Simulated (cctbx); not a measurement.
## DyAl4Co4: solution and refinement

Cell a = 7.8110 Å, b = 7.8110 Å, c = 4.1790 Å, α = 90.00°, β = 90.00°, γ = 90.00°; space group P4_2/n (no. 86, origin choice 1); content Dy2 Co8 Al8.

The data are simulated with cctbx, not measured: Mo Kα, λ = 0.71073 Å, to d = 0.7 Å, 70 % of the full sphere, strongest reflection 5000 counts, noise from counting, a 3 % proportional error and a noise floor of 2 counts (s.d.); no absorption.

Charge flipping in P1 on normalised amplitudes to 0.7 Å, δ = 1.2 σ, 20 % of the reflections treated as weak, 150 cycles:

```text
cycle      R  skewness
    0  0.563     0.17
   12  0.493     2.31
   24  0.489     3.00
   36  0.491     3.19
   48  0.474     4.00
   60  0.471     3.76
   72  0.450     4.07
   84  0.449     3.92
   96  0.437     4.05
  108  0.422     3.97
  120  0.432     4.00
  132  0.436     4.25
  144  0.445     4.33
origin shift          correlation  skewness
 0.049  0.588  0.019      0.872      6.03
 0.284  0.714  0.041      0.829      2.20
 0.173  0.966  0.015      0.822      3.63
 0.277 -0.011  0.380      0.815      0.80
taken: symmetry correlation 0.872, skewness 6.03
peak      x       y       z  mult  height/sigma
Q1    0.0000  0.0000  0.5000    2     22.1
Q2    0.1213  0.6358  0.9966    8      6.5
Q3    0.1540  0.2911  0.1232    8      3.1
Q4    0.1507  0.2712  0.6207    8      2.4
Q5    0.9999  0.1799  0.8753    8      2.3
Q6    0.9887  0.3566  0.2619    8      1.9
Q7    0.0000  0.0000  0.1476    4      1.7
Q8    0.0000  0.5000  0.9888    4      1.6
```

The origin is taken among those within 0.04 of the best correlation, by the skewness of the map.

It took 0.31 s on 1 thread of Arm Neoverse V2, on a shared host, peak memory 0.08 GiB.

Q: Assign the peaks.

Heights go roughly as Z and multiplicities must add up to the content. First model: Q1 = Dy1 (2 in the cell, height 22.1), Q2 = Co1 (8 in the cell, height 6.5) and Q3 = Al1 (8 in the cell, height 3.1). Against the true structure, Q1 is Dy, Q2 is Co and Q3 is Al; the other peaks are not atoms.

Least squares on F², isotropic:

```text
Rint 0.040, 389 unique reflections to 0.70 A
cycle     R1     wR2    GooF  max shift (A)
   1  0.6626  0.9019  26.554   0.16674
   5  0.0131  0.0315   0.929   0.00000
final R1 0.0131 wR2 0.0315 GooF 0.929  parameters 9  data/parameter 43.2
atom        x        y        z      Ueq    occ   su(xyz)  su(Uiso or U11)
Dy1    0.00000  0.00000  0.50000   0.0093  1.000  0.00000  0.0001
Co1    0.12202  0.64052  1.09855   0.0116  1.000  0.00010  0.0001
Al1    0.15368  0.29952  0.11125   0.0146  1.000  0.00024  0.0002
difference map: max 0.69 min -0.63 rms 0.20
Q1    0.2221  0.2648  0.4687    8    0.74  1.14 A from Al1
Q2    0.1065  0.4035  0.0644    8    0.70  0.91 A from Al1
Q3    0.1200  0.3225  0.4670    8    0.68  0.72 A from Co1
Q4    0.1551  0.7569  0.0454    8    0.64  0.97 A from Co1
Q5    0.1355  0.6472  0.7316    8    0.62  0.72 A from Al1
```

Anisotropic refinement:

```text
Rint 0.040, 389 unique reflections to 0.70 A
cycle     R1     wR2    GooF  max shift (A)
   1  0.0131  0.0315   0.943   0.00008
   2  0.0131  0.0312   0.932   0.00000
final R1 0.0131 wR2 0.0312 GooF 0.932  parameters 20  data/parameter 19.4
atom        x        y        z      Ueq    occ   su(xyz)  su(Uiso or U11)
Dy1    0.00000  0.00000  0.50000   0.0093  1.000  0.00000  0.0001
Co1    0.12203  0.64052  1.09854   0.0116  1.000  0.00010  0.0002
Al1    0.15368  0.29951  0.11125   0.0147  1.000  0.00025  0.0004
difference map: max 0.69 min -0.64 rms 0.20
Q1    0.2246  0.2650  0.4733    8    0.74  1.13 A from Al1
Q2    0.1073  0.4026  0.0631    8    0.68  0.91 A from Al1
Q3    0.1188  0.3185  0.4564    8    0.64  0.77 A from Co1
Q4    0.1524  0.7538  0.0459    8    0.63  0.94 A from Co1
Q5    0.1482  0.7940  0.6797    8    0.62  1.20 A from Al1
Q6    0.1191  0.1780  0.4652    8    0.60  1.67 A from Co1
```

**Reading.** The refinement ends at R1 = 0.0131, wR2 = 0.0312, GooF = 0.93, with difference density between -0.64 and 0.69 e/Å³. Every site matches the true model in element, within 0.002 Å r.m.s., up to an allowed shift of origin.

True model:

```csv
atom,mult.,x,y,z,Ueq (Å²)
Dy1,2,0,0,1/2,0.0094
Co1,8,0.6404,0.8780,0.9015,0.0116
Al1,8,0.1534,0.2998,0.1112,0.0151
```

The model is made up (kin elements in a known structure type, no relaxation), so it says nothing on whether the phase exists.

[Middle refinement cycles are left out of these outputs.]

[Logs are printed without paths, hosts, clocks, repeated set-up lines and the standing remarks that a program may print on its own settings, such as how far it seeks lower states.]
